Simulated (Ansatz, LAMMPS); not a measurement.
# Convergence of a linear-scaling basis for Ga2O3 with crystalline order left by the classical run (80 atoms)

Aim: test how closely localised support functions follow the reference on Ga2O3 with crystalline order left by the classical run (80 atoms), and at what cost. A setting counts as converged where the r.m.s. difference of forces stays under 1 % of the r.m.s. force.

Program: Ansatz 0.2.0. Level of theory: Kohn-Sham DFT, PBE, PAW (set soft_2), plane waves. Values are calculated unless marked as measured.

**Experiments to compare with.** The optical band gap of a magnetron-sputtered, nitrogen-annealed Ga2O3 film, amorphous by X-ray diffraction but with some nanocrystallites and oxygen deficiency, was obtained from its UV-visible transmittance (“Ultra‐High Performance Amorphous Ga2O3 Photodetector Arrays for Solar‐Blind Imaging”, 2021, PMC8529488): optical gap 4.98 eV.

## Step 1: Set-up

The cell holds 80 atoms: 32 Ga and 48 O. Cell: a = 9.332 Å, b = 9.332 Å, c = 9.332 Å, α = 90.0°, β = 90.0°, γ = 90.0°. 80 atoms (32 Fe, 48 O) placed at random at 4.44 g/cm³, melted at 5000 K for 10 ps at fixed volume with the Morse and Coulomb pair potential with partial charges (Pedone, Malavasi, Menziani, Cormack and Segre, J. Phys. Chem. B 110, 11780 (2006)). Quenched from 5000 K to 300 K at 20 K/ps and fixed volume, held 10 ps at zero pressure, then minimised at fixed cell. Then Fe was replaced by Ga and the cell scaled by 1.003 (the potential has no terms for the new elements, so the cell is a start for a DFT relaxation).

Limits known from the start: The quench rate of 20 K/ps far exceeds what a furnace or splat quench reaches, so expect more defects and frozen-in strain than in a real sample. The starting topology of bonds comes from the classical model, and needn't be the one that DFT or experiment would give. Sampling is at Γ alone, for a cell whose shortest periodic width is 9 Å.

## Step 2: How the cell was made

A classical potential makes the cell, at a small fraction of what the same run would cost in DFT.

This step: classical MD, Morse and Coulomb pair potential with partial charges (Pedone, Malavasi, Menziani, Cormack and Segre, J. Phys. Chem. B 110, 11780 (2006)) (LAMMPS 22 Jul 2025 - Update 4).

in.lmp

```
# melt-quench of Fe32O48
units metal
atom_style charge
boundary p p p
region box block 0 9.8526 0 9.8526 0 9.8526
create_box 2 box
mass 1 55.8450   # Fe
mass 2 15.9990   # O
create_atoms 1 random 32 180515 NULL overlap 1.5 maxtry 2000
create_atoms 2 random 48 180522 NULL overlap 1.5 maxtry 2000
pair_style hybrid/overlay pedone 5.5 coul/long 8.0
pair_coeff * * coul/long
pair_coeff 1 2 pedone 0.418981 1.620376 2.382183 2   # Fe-O
pair_coeff 2 2 pedone 0.042395 1.379316 3.618701 22   # O-O
set type 1 charge 1.8
set type 2 charge -1.2
kspace_style pppm 1.0e-4
neigh_modify delay 0 every 1 check yes
thermo_style custom step time temp pe press density
thermo_modify norm yes
timestep 0.002
thermo 100
min_style cg
minimize 1e-4 1e-4 200 2000
reset_timestep 0
velocity all create 5000 180516 mom yes dist gaussian
fix lim all nve/limit 0.05
fix lan all langevin 5000 5000 0.2 180517 zero yes
thermo 500
run 1000 post no
unfix lim
unfix lan
thermo 833
fix md all nvt temp 5000 5000 0.2
run 5000 post no
unfix md
thermo 11750
fix md all nvt temp 5000 300 0.2
run 117500 post no
unfix md
thermo 1666
fix md all npt temp 300 300 0.2 iso 0 0 2
run 5000 post no
unfix md
thermo 100
min_style cg
minimize 0 1e-3 2000 20000
write_dump all custom glass.dump id type xs ys zs modify sort id
```

Launch:

```console
$ lmp -in in.lmp -log none -nocite
```

The log of the run:

```text
LAMMPS (22 Jul 2025 - Update 4)
Created orthogonal box = (0 0 0) to (9.8526 9.8526 9.8526)
Created 32 atoms
Created 48 atoms
PPPM initialization ...
  G vector (1/distance) = 0.37481565
  grid = 10 10 10
  estimated relative force accuracy = 7.757462e-05
   Step          Time           Temp          PotEng         Press         Density
         0   0              0             -2.8837099      755210.65      4.4359439
        73   0.146          0             -13.066814     -129860.26      4.4359439
Loop time of 0.0360506 s on 1 MPI rank(s) for 73 steps with 80 atoms
Minimization stats:
  Stopping criterion = energy tolerance
  Energy initial, next-to-last, final =
[... 36 lines left out ...]
    128282   256.564        284.61266     -13.400897      1941.12        5.2553582
    128500   257            287.52226     -13.407946     -1139.3507      5.2682177
Loop time of 2.70314 s on 1 MPI rank(s) for 5000 steps with 80 atoms
   Step          Time           Temp          PotEng         Press         Density
    128500   257            287.52226     -13.40793      -1125.0436      5.2682177
    128510   257.02         287.52226     -13.442089     -4916.1495      5.2682177
Loop time of 0.0205178 s on 1 MPI rank(s) for 10 steps with 80 atoms
Minimization stats:
  Stopping criterion = linesearch alpha is zero
  Energy initial, next-to-last, final =
     -13.4079300221497  -13.4420886748803  -13.4420886748803
  Force two-norm initial, final = 9.7240488 0.41733233
  Iterations, force evaluations = 10 53
```

It took 51 s on 1 thread of Intel Xeon Platinum 8559C (Emerald Rapids), shared host; peak memory 0.072 GiB.

## Step 3: Plane-wave single point

The first run uses the default basis; a harder plane-wave run follows as the reference for the support functions.

input.yaml

```yaml
crystal:
  lattice:
    - [9.33167, 0.0, 0.0]
    - [0.0, 9.33167, 0.0]
    - [0.0, 0.0, 9.33167]
  atoms:
    - { symbol: Ga, position: [0.13748, 0.86501, 0.40975] }
    - { symbol: Ga, position: [0.06631, 0.56324, 0.93424] }
    - { symbol: Ga, position: [0.85909, 0.32859, 0.43112] }
    - { symbol: Ga, position: [0.85788, 0.05538, 0.27405] }
    - { symbol: Ga, position: [0.34803, 0.57508, 0.7865] }
    - { symbol: Ga, position: [0.14426, 0.28698, 0.42766] }
    - { symbol: Ga, position: [0.50983, 0.94446, 0.92703] }
    - { symbol: Ga, position: [0.87023, 0.05849, 0.60612] }
    - { symbol: Ga, position: [0.54602, 0.82348, 0.59827] }
    - { symbol: Ga, position: [0.56055, 0.81958, 0.28296] }
    - { symbol: Ga, position: [0.10062, 0.2761, 0.77058] }
    - { symbol: Ga, position: [0.83631, 0.78104, 0.43892] }
    - { symbol: Ga, position: [0.6021, 0.5342, 0.59944] }
    - { symbol: Ga, position: [0.13323, 0.05579, 0.06399] }
    - { symbol: Ga, position: [0.59382, 0.25511, 0.09038] }
    - { symbol: Ga, position: [0.35086, 0.04762, 0.59402] }
    - { symbol: Ga, position: [0.57478, 0.23732, 0.45238] }
    - { symbol: Ga, position: [0.61097, 0.57269, 0.95112] }
    - { symbol: Ga, position: [0.83325, 0.78155, 0.77265] }
    - { symbol: Ga, position: [0.32154, 0.77722, 0.09901] }
    - { symbol: Ga, position: [0.16787, 0.88239, 0.77644] }
    - { symbol: Ga, position: [0.07029, 0.56659, 0.60478] }
    - { symbol: Ga, position: [0.33833, 0.55108, 0.43864] }
    - { symbol: Ga, position: [0.8872, 0.31664, 0.10635] }
    - { symbol: Ga, position: [0.59147, 0.52434, 0.26253] }
    - { symbol: Ga, position: [0.83676, 0.78638, 0.10678] }
    - { symbol: Ga, position: [0.78607, 0.36693, 0.7747] }
    - { symbol: Ga, position: [0.27746, 0.39624, 0.10149] }
    - { symbol: Ga, position: [0.36914, 0.06641, 0.25836] }
    - { symbol: Ga, position: [0.8469, 0.05444, 0.92847] }
    - { symbol: Ga, position: [0.41527, 0.25793, 0.79932] }
    - { symbol: Ga, position: [0.07962, 0.56724, 0.26424] }
    - { symbol: O, position: [0.99303, 0.21568, 0.27811] }
    - { symbol: O, position: [0.9427, 0.71017, 0.2718] }
    - { symbol: O, position: [0.49331, 0.19215, 0.62144] }
    - { symbol: O, position: [0.92911, 0.70387, 0.60225] }
    - { symbol: O, position: [0.20618, 0.90775, 0.5879] }
    - { symbol: O, position: [0.26987, 0.19087, 0.1152] }
    - { symbol: O, position: [0.50836, 0.43436, 0.43442] }
    - { symbol: O, position: [0.7137, 0.89446, 0.92888] }
    - { symbol: O, position: [0.2351, 0.42604, 0.60315] }
    - { symbol: O, position: [0.52494, 0.18957, 0.26699] }
    - { symbol: O, position: [0.97042, 0.94954, 0.78032] }
    - { symbol: O, position: [0.20063, 0.62675, 0.08916] }
    - { symbol: O, position: [0.42262, 0.66946, 0.27576] }
    - { symbol: O, position: [0.9164, 0.6934, 0.94312] }
    - { symbol: O, position: [0.23781, 0.9148, 0.95751] }
    - { symbol: O, position: [0.44855, 0.92178, 0.73892] }
    - { symbol: O, position: [0.0218, 0.44905, 0.10186] }
    - { symbol: O, position: [0.01152, 0.19948, 0.94967] }
    - { symbol: O, position: [0.16798, 0.66957, 0.77695] }
    - { symbol: O, position: [0.95804, 0.95866, 0.09619] }
    - { symbol: O, position: [0.27628, 0.14358, 0.42718] }
    - { symbol: O, position: [0.9614, 0.95527, 0.43532] }
    - { symbol: O, position: [0.74925, 0.39175, 0.26426] }
    - { symbol: O, position: [0.68389, 0.64186, 0.75888] }
    - { symbol: O, position: [0.51322, 0.43742, 0.783] }
    - { symbol: O, position: [0.47069, 0.93104, 0.43525] }
    - { symbol: O, position: [0.42797, 0.65132, 0.60734] }
    - { symbol: O, position: [0.51368, 0.15429, 0.9377] }
    - { symbol: O, position: [0.24703, 0.14282, 0.75927] }
    - { symbol: O, position: [0.24907, 0.4084, 0.89255] }
    - { symbol: O, position: [0.78769, 0.16826, 0.76954] }
    - { symbol: O, position: [0.67003, 0.6622, 0.13002] }
    - { symbol: O, position: [0.6564, 0.67641, 0.44007] }
    - { symbol: O, position: [0.7381, 0.89652, 0.27575] }
    - { symbol: O, position: [0.75948, 0.15157, 0.44164] }
    - { symbol: O, position: [0.97977, 0.44664, 0.77276] }
    - { symbol: O, position: [0.48582, 0.43345, 0.09471] }
    - { symbol: O, position: [0.73198, 0.89777, 0.61138] }
    - { symbol: O, position: [0.2422, 0.42358, 0.30033] }
    - { symbol: O, position: [0.768, 0.15042, 0.10091] }
    - { symbol: O, position: [0.00957, 0.22081, 0.58424] }
    - { symbol: O, position: [0.21716, 0.92037, 0.23841] }
    - { symbol: O, position: [0.4418, 0.69374, 0.93321] }
    - { symbol: O, position: [0.74468, 0.39951, 0.58213] }
    - { symbol: O, position: [0.74214, 0.40175, 0.96742] }
    - { symbol: O, position: [0.47383, 0.92188, 0.12922] }
    - { symbol: O, position: [0.17519, 0.66906, 0.43312] }
    - { symbol: O, position: [0.00065, 0.46107, 0.43326] }
kpoints:
  mp_grid: { grid: [1, 1, 1] }
hamiltonian:
  xc: pbe
scf:
  occupations: { method: gaussian, width: 0.025 }
output:
  forces: true
  stress: true
  populations: true
  dos:
    method: { smearing: { sigma: 0.08 } }
    de: 0.1
    projected: { site_lists: { Ga: [Ga], O: [O] } }
  eigenvalues: true
  write_density: true
  write_potential: true
  volumetric_format: npy
```

Launch:

```console
$ ansatz run input.yaml --threads 4 --pin off --max-ram 8192MiB --backend cpu --events-out ev --progress --plain --runs-dir out
```

The log of the run:

```text
Engine: ansatz 0.2.0, x86_64-unknown-linux-gnu
Pseudopotentials: kind: paw
Pseudopotential: Ga, paw, valence charge 13, recommended cutoff 420 eV (normal), Ga.paw.azcp
Pseudopotential: O, paw, valence charge 6, recommended cutoff 420 eV (normal), O.paw.azcp
[... 5 lines on functional and potentials left out ...]
Crystal: 80 atoms, lattice volume = 812.602 Å³
Basis set: ecut = 420 eV, 15895 PW (Γ), exchange–correlation on 128×128×128 points (8 copies of the dense FFT grid, shifted against one another)
Bands: 432, of which v1, the nominal top of the filled ones, is band 352 counted from 1 (351 counted from 0)
Symmetry: 1 space group operations
Space group: P1 (ITA 1), of the structure as read, at distance tolerance 9.3e-5 Å
k-points: 1
[... 5 lines on functional and potentials left out ...]
Initial density: superposition of atomic densities (neutral atoms: chi_scale 0, normalization atom), corrected by the library's trained network
Initial wavefunctions: pseudopotential atomic-orbital guess
Functional: x = pbe(κ = 0.804, μ = 0.219515), c = pbe(β = 0.066725)
SCF iter   1: F=—  HF=-148310.893636 eV  |F-HF|=—  |Δ(HF+E_count)|=         —  Δρ=2.53e-3  dr2=5.17e-2  ethr=1.77e-3  ⟨swp⟩=6.0  Hψ=1603  notcnv=0
preconditioner: auto → Resta (q_TF=auto, 2.664 Å⁻¹)  ε∞=4.8  [insulator: Δε(μ)=2.136 eV  Ē_g=17.773 eV  σ=0.025 eV  W_gap=1.00  n_scr=250 (ndim 8)  ℏωp=34.6 eV  f_vac=0.025  D(μ)=0.00/eV (n_scr^D=0)  ε∞_Penn≈4.8]
SCF iter   2: F=—  HF=-148310.886708 eV  |F-HF|=—  |Δ(HF+E_count)|=   6.93e-3  Δρ=1.26e-3  dr2=9.65e-3  ethr=7.34e-6  ⟨swp⟩=2.0  Hψ=857  notcnv=0  defer=72
SCF iter   3: F=—  HF=-148310.887914 eV  |F-HF|=—  |Δ(HF+E_count)|=   1.21e-3  Δρ=4.96e-4  dr2=2.58e-3  ethr=1.37e-6  ⟨swp⟩=2.0  Hψ=503  notcnv=0  defer=72
SCF iter   4: F=—  HF=-148310.887982 eV  |F-HF|=—  |Δ(HF+E_count)|=   6.80e-5  Δρ=1.66e-4  dr2=1.85e-4  ethr=3.66e-7  ⟨swp⟩=2.0  Hψ=504  notcnv=0  defer=72
SCF iter   5: F=—  HF=-148310.887992 eV  |F-HF|=—  |Δ(HF+E_count)|=   1.03e-5  Δρ=7.40e-5  dr2=3.77e-5  ethr=2.63e-8  ⟨swp⟩=3.0  Hψ=696  notcnv=0  defer=72
SCF iter   6: F=—  HF=-148310.889382 eV  |F-HF|=—  |Δ(HF+E_count)|=   1.39e-3  Δρ=2.77e-5  dr2=5.71e-6  ethr=5.36e-9  ⟨swp⟩=2.0  Hψ=671  notcnv=0  defer=72
SCF iter   7: F=—  HF=-148310.889382 eV  |F-HF|=—  |Δ(HF+E_count)|=   8.44e-8  Δρ=9.28e-6  dr2=6.93e-7  ethr=8.11e-10  ⟨swp⟩=2.0  Hψ=703  notcnv=0  defer=72
SCF iter   8: F=-148310.889382 eV  HF=-148310.889382 eV  |F-HF|=1.18e-8  |Δ(HF+E_count)|=   3.61e-7  Δρ=3.44e-6  dr2=9.99e-8  ethr=1.42e-11  ⟨swp⟩=14.0  Hψ=3610  notcnv=0
SCF 1 converged in 8 iterations: F = -148310.889382 eV  dr2 = 9.99e-8
  greatest PAW one-centre occupation: 0.998 electrons in one spin orbital (limit 2), on the Ga atom at site 12 (counted from 0), in its partial waves of l = 2
SCF converged after 8 iterations
Free energy (F): -148310.889382 eV
Harris-Foulkes:  -148310.889382 eV  (|F-HF|=1.18e-8)
Internal energy: -148310.889382 eV  (E = F + TS)
E sigma→0 (E₀):  -148310.889382 eV
Fermi energy:    9.837087 eV
--- Per-component energies (eV) ---
  E_band       = -455.402694
  E_kinetic    = 12170.963855
  E_local      = -71292.541508  (includes V_loc(G=0)·N_el)
  E_nonlocal   = 16182.693166
  E_hartree    = 32115.702497
  E_xc         = -5699.688010
  E_vxc        = -6323.372865  (∫ρ·V_xc dr)
  E_paw        = -71559.707118  (= ΣΔE_a)
  E_vpaw       = -15424.654279  (= ΣTr[D̂ρ^β])
  E_aug_tail   = 0.114840  (compensation charges beyond the density's cutoff)
  E_ewald      = -60228.427103
  E_smearing   = -0.000000  (= −TS)
  E_closure    = -0.000000  (closes the sum)
  Σ components = -148310.889382   (vs F -148310.889382, Δ=0.00e0)
--- Forces (eV/Å), atoms counted from 1 ---
  atom   1  Ga     0.10189347    -0.01483528     0.03765464
  atom   2  Ga    -0.35461355     0.27030450     0.18924218
  atom   3  Ga    -0.04602014     0.23204292    -0.59075767
  atom   4  Ga     0.74869447     0.61310555    -0.13278965
  atom   5  Ga     0.31884154    -0.22785541     0.18488984
  atom   6  Ga    -0.34283013     0.07840021     0.41279860
  atom   7  Ga     0.87529966     0.23680265    -0.47739734
  atom   8  Ga     0.18122751     0.55865195     0.57666703
  atom   9  Ga     0.14552000     0.21593308    -0.62066779
  atom  10  Ga    -0.64383085    -0.49796904     0.91878982
  atom  11  Ga    -0.41441320     0.00598831    -0.07849724
  atom  12  Ga    -0.14476023    -0.62606769     0.19921840
  atom  13  Ga     0.13638019     0.47096875     0.02809871
  atom  14  Ga    -0.33566375     0.42923383    -0.35172220
[...]
atom  79  O     -0.50582249     0.03310247    -0.14407652
  atom  80  O      0.70849042     0.19091114    -0.13213766
  max |Σ_I F_I| component: 3.19e-5 eV/Å
--- Stress (GPa, compression-positive) ---
       10.095409       1.442301       0.569427
        1.442301       7.053861       0.494106
        0.569427       0.494106       1.930313
  P = ⅓ Tr σ = 6.3599 GPa (63.599 kbar)
--- Band table (eV) ---
  k-point 0: bands = ["-10.5407", "-10.0949", "-10.0175", "-9.9282", [... 416 levels ...], "19.6105", "19.6895", "19.7574", "19.8073", "19.8340", "19.8792", "20.0088", "20.0484", "20.1053", "20.1332", "20.2161", "20.2370"]
--- Löwdin populations: 80 sites ---
  site symbol       q [e]
     0     Ga     11.9089
     1     Ga     11.9737
     2     Ga     11.9831
[...]
79      O      6.6325
  spilling = 0.003099 (of n_electrons = 704.000000)
```

Run time: 12 s. Hardware: 4 threads of Intel Xeon Platinum 8559C (Emerald Rapids), shared host; peak memory 1.5 GiB.

The column dr2 measures how far the density is from self-consistency, as an energy; F and HF (Harris–Foulkes) agree once it is small.

Numbers from this run:

| Item | Value |
| --- | --- |
| free energy | -148310.8894 eV |
| free energy per atom | -1853.8861 eV/atom |
| SCF cycles | 8 |
| pressure | 6.36 GPa |
| r.m.s. force component | 0.3676 eV/Å |
| longest force | 1.488 eV/Å |
| Fermi energy | 9.837 eV |
| gap (highest filled to lowest empty level) | 2.118 eV |
| spilling of the projection | 0.003099 |

The r.m.s. force component of 0.37 eV/Å and the pressure of 6.4 GPa set the scale for the differences below.

## Step 4: Plane waves at 750 eV (750 eV)

The grid of the support functions holds more waves than the default cutoff, so they are judged against a harder plane-wave run.

input.yaml, the sections that differ from step 3:

```yaml
output:
  forces: true
  eigenvalues: true
basis:
  ecutwfc: "750 eV"
# crystal, kpoints, hamiltonian, scf: as in step 3
```

The log of the run:

```text
[...]
Crystal: 80 atoms, lattice volume = 812.602 Å³
Basis set: ecut = 750 eV, 37993 PW (Γ), exchange–correlation on 180×180×180 points (8 copies of the dense FFT grid, shifted against one another)
Bands: 432, of which v1, the nominal top of the filled ones, is band 352 counted from 1 (351 counted from 0)
Symmetry: 1 space group operations
[...]
k-points: 1
[...]
SCF iter   1: F=—  HF=-148311.305155 eV  |F-HF|=—  |Δ(HF+E_count)|=         —  Δρ=2.89e-3  dr2=5.57e-2  ethr=1.77e-3  ⟨swp⟩=6.0  Hψ=1855  notcnv=0  defer=5
[...]
SCF iter   3: F=—  HF=-148311.295386 eV  |F-HF|=—  |Δ(HF+E_count)|=   8.14e-4  Δρ=5.74e-4  dr2=2.68e-3  ethr=1.59e-6  ⟨swp⟩=2.0  Hψ=659  notcnv=0  defer=48
automatic band count: iteration 3 solves 408 bands in place of 432: the levels show a gap, and the empty bands left out lie too high to hold charge; the band table lists the bands solved (type scf.n_extra_bands for more)
SCF iter   4: F=—  HF=-148311.295363 eV  |F-HF|=—  |Δ(HF+E_count)|=   2.35e-5  Δρ=1.57e-4  dr2=1.77e-4  ethr=3.81e-7  ⟨swp⟩=2.0  Hψ=664  notcnv=0  defer=48
[...]
SCF iter   9: F=-148311.297470 eV  HF=-148311.297470 eV  |F-HF|=1.68e-8  |Δ(HF+E_count)|=   5.26e-8  Δρ=2.43e-6  dr2=3.77e-8  ethr=1.42e-11  ⟨swp⟩=10.0  Hψ=1891  notcnv=0
SCF 1 converged in 9 iterations: F = -148311.297470 eV  dr2 = 3.77e-8
[...]
SCF converged after 9 iterations
Free energy (F): -148311.297470 eV
[...]
Internal energy: -148311.297470 eV  (E = F + TS)
E sigma→0 (E₀):  -148311.297470 eV
Fermi energy:    9.836897 eV
[...]
Σ components = -148311.297470   (vs F -148311.297470, Δ=0.00e0)
--- Forces (eV/Å), atoms counted from 1 ---
  atom   1  Ga     0.10246433    -0.01432580     0.03858432
  atom   2  Ga    -0.35487829     0.27053136     0.18898559
  atom   3  Ga    -0.04410433     0.23252219    -0.59045625
  atom   4  Ga     0.74870403     0.61207468    -0.13299429
[...]
atom  80  O      0.70968206     0.18795014    -0.13159023
  max |Σ_I F_I| component: 8.74e-6 eV/Å
--- Band table (eV) ---
[...]
```

Wall time 16 s (4 threads); peak memory 2.8 GiB; 59 s of CPU time.

Forces differ from the reference by 1.2 meV/Å r.m.s., 0.32 % of their size, within a tolerance of 1 %; the energy by -5.1 meV/atom.

[end of part 1 of 3]

[Long decimals in the printed logs are rounded to 6 places.]

[Logs are printed without paths, hosts, clocks, repeated set-up lines and the standing remarks that a program may print on its own settings, such as how far it seeks lower states.]

[Hosts, paths, dates, database ids (printed as entryN), source tags and the programs' standing remarks are cut or masked in the printed files.]
